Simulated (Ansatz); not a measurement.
# Ge wire along [100], 69 atoms a period, H-terminated: bands by functional, part 2 of 2

What gap, if any, does the Ge wire along [100], 69 atoms a period, H-terminated have, and how does it change with the functional?

Ansatz 0.2.0; DFT PBE, plane waves, PAW; relaxation of a wire's period; PAW set soft_1 (the session's first sound run).

So far. Step 2 (Relaxing the period): The cell's length comes to 5.776 Å with spin left out.

### Step 3. The perfect wire

This step: DFT PBE, plane waves, PAW; bands of a perfect wire; PAW set soft_1 (Ansatz 0.2.0).

At the relaxed period the bands are computed along the axis; those that cross an energy going forward count the channels that a perfect wire would open there.

input.yaml

```yaml
crystal:
  lattice:
    - [25.881, 0.0, 0.0]
    - [0.0, 25.881, 0.0]
    - [0.0, 0.0, 5.7755188235]
  atoms:
    - { symbol: Ge, position: [0.169350949, 0.382213853, 0.033841259] }
    - { symbol: Ge, position: [0.169350949, 0.617786147, 0.966158741] }
    - { symbol: Ge, position: [0.279575323, 0.279575323, 0.995317108] }
    - { symbol: Ge, position: [0.277325772, 0.5, 0.0] }
    - { symbol: Ge, position: [0.279575323, 0.720424677, 0.004682892] }
    - { symbol: Ge, position: [0.382213853, 0.169350949, 0.033841259] }
    - { symbol: Ge, position: [0.388845049, 0.388845049, 0.00371764] }
    - { symbol: Ge, position: [0.388845049, 0.611154951, 0.99628236] }
    - { symbol: Ge, position: [0.382213853, 0.830649051, 0.966158741] }
    - { symbol: Ge, position: [0.5, 0.277325772, 0.0] }
    - { symbol: Ge, position: [0.5, 0.5, 0.0] }
    - { symbol: Ge, position: [0.5, 0.722674228, 0.0] }
    - { symbol: Ge, position: [0.617786147, 0.169350949, 0.966158741] }
    - { symbol: Ge, position: [0.611154951, 0.388845049, 0.99628236] }
    - { symbol: Ge, position: [0.611154951, 0.611154951, 0.00371764] }
    - { symbol: Ge, position: [0.617786147, 0.830649051, 0.033841259] }
    - { symbol: Ge, position: [0.720424677, 0.279575323, 0.004682892] }
    - { symbol: Ge, position: [0.722674228, 0.5, 0.0] }
    - { symbol: Ge, position: [0.720424677, 0.720424677, 0.995317108] }
    - { symbol: Ge, position: [0.830649051, 0.382213853, 0.966158741] }
    - { symbol: Ge, position: [0.830649051, 0.617786147, 0.033841259] }
    - { symbol: H, position: [0.148565149, 0.342184835, 0.210879276] }
    - { symbol: H, position: [0.12190478, 0.591723803, 0.079471639] }
    - { symbol: H, position: [0.244501279, 0.244501279, 0.148009297] }
    - { symbol: H, position: [0.342184835, 0.148565149, 0.210879276] }
    - { symbol: H, position: [0.408276197, 0.87809522, 0.079471639] }
    - { symbol: H, position: [0.591723803, 0.12190478, 0.079471639] }
    - { symbol: H, position: [0.657815165, 0.851434851, 0.210879276] }
    - { symbol: H, position: [0.755498721, 0.755498721, 0.148009297] }
    - { symbol: H, position: [0.87809522, 0.408276197, 0.079471639] }
[... 69 atom lines left out ...]
    - { symbol: H, position: [0.408276197, 0.12190478, 0.920528361] }
    - { symbol: H, position: [0.591723803, 0.87809522, 0.920528361] }
    - { symbol: H, position: [0.657815165, 0.148565149, 0.789120724] }
    - { symbol: H, position: [0.755498721, 0.244501279, 0.851990703] }
    - { symbol: H, position: [0.851434851, 0.342184835, 0.789120724] }
    - { symbol: H, position: [0.87809522, 0.591723803, 0.920528361] }
kpoints:
  mp_grid: { grid: [1, 1, 14] }
  band_path: { path: ["Γ", Z], npoints: 90 }
scf:
  occupations: { method: fermi_dirac, width: 0.05 }
hamiltonian:
  xc: pbe
  pseudopotentials: { kind: paw, azcp: { folder: soft_1 } }
output:
  dos: { e_range: [-5, 4] }
  write_potential: true
  write_density: true
  volumetric_format: npy
```

Launch:

```bash
$ ansatz run input.yaml --threads 16 --pin off --max-ram 61440MiB --backend cuda --events-out ev --progress --plain --runs-dir out --max-vram 78GiB
```

Numbers of over 12 decimals in the logs are rounded to 6 here.

The log of the run:

```text
[...]
Crystal: 105 atoms, lattice volume = 3868.594 Å³
Basis set: ecut = 420 eV, 75647 PW (Γ)
Bands: 606, of which v1, the nominal top of the filled ones, is band 501 counted from 1 (500 counted from 0)
Symmetry: 8 space group operations
[...]
k-points: 8 of 14
[...]
SCF iter   1: F=—  HF=-296926.595709 eV  |F-HF|=—  |Δ(HF+E_count)|=         —  Δρ=3.50e-2  dr2=3.94e1  ethr=3.10e-3  ⟨swp⟩=6.0  Hψ=17883  notcnv=0  defer=162
[...]
SCF iter   6: F=—  HF=-296917.333187 eV  |F-HF|=—  |Δ(HF+E_count)|=   1.69e-2  Δρ=5.08e-4  dr2=1.19e-2  ethr=7.32e-6  ⟨swp⟩=2.0  Hψ=5229  notcnv=0  defer=702
[...]
SCF iter  10: F=—  HF=-296917.336418 eV  |F-HF|=—  |Δ(HF+E_count)|=   1.11e-3  Δρ=8.51e-6  dr2=4.91e-6  ethr=4.43e-9  ⟨swp⟩=2.0  Hψ=5678  notcnv=0  defer=702
[...]
SCF iter  12: F=-296917.336420 eV  HF=-296917.336420 eV  |F-HF|=7.28e-9  |Δ(HF+E_count)|=   1.30e-7  Δρ=7.39e-7  dr2=1.30e-8  ethr=9.98e-12  ⟨swp⟩=12.0  Hψ=19268  notcnv=0
SCF 1 converged in 12 iterations: F = -296917.336420 eV  dr2 = 1.30e-8
[...]
NSCF: frozen V_eff on 91 k-points
[...]
SCF converged after 12 iterations
[...]
```

It took 100 s on 1 × NVIDIA GB200 with 16 threads of Arm Neoverse V2, shared host; peak memory 7.7 GiB.

The column dr2 measures how far the density is from self-consistency, as an energy; F and HF (Harris–Foulkes) agree once it is small.

Numbers from this step:

```
band gap : 1.355 eV
```

The electronic bands at the labelled points (eV, zero at the Fermi level; v1 is the highest filled band, c1 the lowest empty one):

```csv
point,v4,v3,v2,v1,c1,c2,c3,c4
Γ,-0.78,-0.78,-0.78,-0.66,0.74,0.97,0.97,1.06
halfway,-1.01,-0.96,-0.86,-0.86,1.01,1.04,1.08,1.08
Z,-1.52,-1.52,-1.52,-1.47,0.69,0.72,0.72,0.73
```

The gap is 1.35 eV, with spin left out.

The path shows an indirect gap of 1.35 eV (valence top at Γ, conduction bottom at Z). The least direct gap is 1.41 eV.

### Step 4. Levels at the same atoms, cutoff 500 eV, k-mesh 1×1×11

This step: DFT r2SCAN, plane waves, PAW; bands of a perfect wire at the PBE geometry; PAW set soft_1 (Ansatz 0.2.0).

The atoms stay at the PBE geometry and the functional changes. r2SCAN also reads the kinetic-energy density; it often gives larger moments and wider gaps than PBE, at a higher cost. Against the first PBE run of this kind, the cutoff is 500 eV against 420 and the mesh along the wire has 11 points against 14.

input.yaml, as its differences from that of step 3:

```diff
@@ -44,3 +44,3 @@
 kpoints:
-  mp_grid: { grid: [1, 1, 14] }
+  mp_grid: { grid: [1, 1, 11] }
   band_path: { path: ["Γ", Z], npoints: 90 }
@@ -49,8 +49,3 @@
 hamiltonian:
-  xc: pbe
+  xc: r2scan
   pseudopotentials: { kind: paw, azcp: { folder: soft_1 } }
-output:
-  dos: { e_range: [-5, 4] }
-  write_potential: true
-  write_density: true
-  volumetric_format: npy
```

The log of the run:

```text
[...]
Crystal: 105 atoms, lattice volume = 3868.594 Å³
Basis set: ecut = 500 eV, 98325 PW (Γ), exchange–correlation on 768×768×180 points (64 copies of the dense FFT grid, shifted against one another)
Bands: 606, of which v1, the nominal top of the filled ones, is band 501 counted from 1 (500 counted from 0)
Symmetry: 8 space group operations
[...]
k-points: 6 of 11
[...]
SCF iter   1: F=—  HF=-297470.048770 eV  |F-HF|=—  |Δ(HF+E_count)|=         —  Δρ=3.47e-2  dr2=3.74e1  dr2_τ=3.15e-1  ethr=3.10e-3  ⟨swp⟩=7.8  Hψ=15343  notcnv=0  defer=239
[...]
SCF iter   6: F=—  HF=-297466.192658 eV  |F-HF|=—  |Δ(HF+E_count)|=   2.27e-2  Δρ=4.12e-4  dr2=6.61e-3  dr2_τ=2.18e-4  ethr=4.41e-6  ⟨swp⟩=2.0  Hψ=4020  notcnv=0  defer=538
[...]
SCF iter  10: F=—  HF=-297466.197457 eV  |F-HF|=—  |Δ(HF+E_count)|=   1.07e-5  Δρ=5.43e-6  dr2=1.10e-6  dr2_τ=2.36e-8  ethr=1.67e-9  ⟨swp⟩=2.0  Hψ=4041  notcnv=0  defer=538
[...]
SCF iter  12: F=-297466.197458 eV  HF=-297466.197458 eV  |F-HF|=4.89e-9  |Δ(HF+E_count)|=   6.46e-8  Δρ=5.07e-7  dr2=6.80e-9  dr2_τ=1.28e-10  ethr=9.98e-12  ⟨swp⟩=57.7  Hψ=19178  notcnv=0
SCF 1 converged in 12 iterations: F = -297466.197458 eV  dr2 = 6.80e-9
[...]
the band table was solved once the SCF had ended and its energy, with any forces and stress, was formed, with the checks that follow a solve (13676 applications of the Hamiltonian). They found nothing against the state; the energy, forces and stress were not computed again (output.eigenvalues in the input reference)
[...]
SCF converged after 12 iterations
[...]
```

It took 1.9 min on 1 × NVIDIA GB200 with 16 threads; peak memory 6.2 GiB.

Numbers from this step:

- band gap: 1.645 eV

Electronic bands along the path, in eV, zero at the Fermi level; v1 is the highest filled band, c1 the lowest empty one:

```csv
point,v4,v3,v2,v1,c1,c2,c3,c4
Γ,-0.94,-0.92,-0.92,-0.81,0.95,1.06,1.06,1.16
halfway,-1.18,-1.11,-1.02,-1.02,1.16,1.19,1.23,1.23
Z,-1.72,-1.72,-1.72,-1.67,0.84,0.86,0.86,0.87
```

The gap is 1.64 eV, against 1.35 eV under PBE at the relaxed period.

### Step 5. Results

| Quantity | Value |
| --- | --- |
| cell length, PBE | 5.776 Å |
| gap, PBE | 1.35 eV |
| gap, r2SCAN | 1.64 eV |

**Reading.** Under PBE the cell's length is 5.78 Å, and a gap of 1.35 eV makes it a semiconductor. At the relaxed period the wire is gapped under every functional, from 1.35 eV (PBE) to 1.64 eV (r2SCAN). Weak screening in one dimension makes quasiparticle gaps larger than the semilocal gaps, as a rule.

[Logs are printed without paths, hosts, clocks, repeated set-up lines and the standing remarks that a program may print on its own settings, such as how far it seeks lower states.]

[Hosts, paths, dates, database ids (printed as entryN), source tags and the programs' standing remarks are cut or masked in the printed files.]
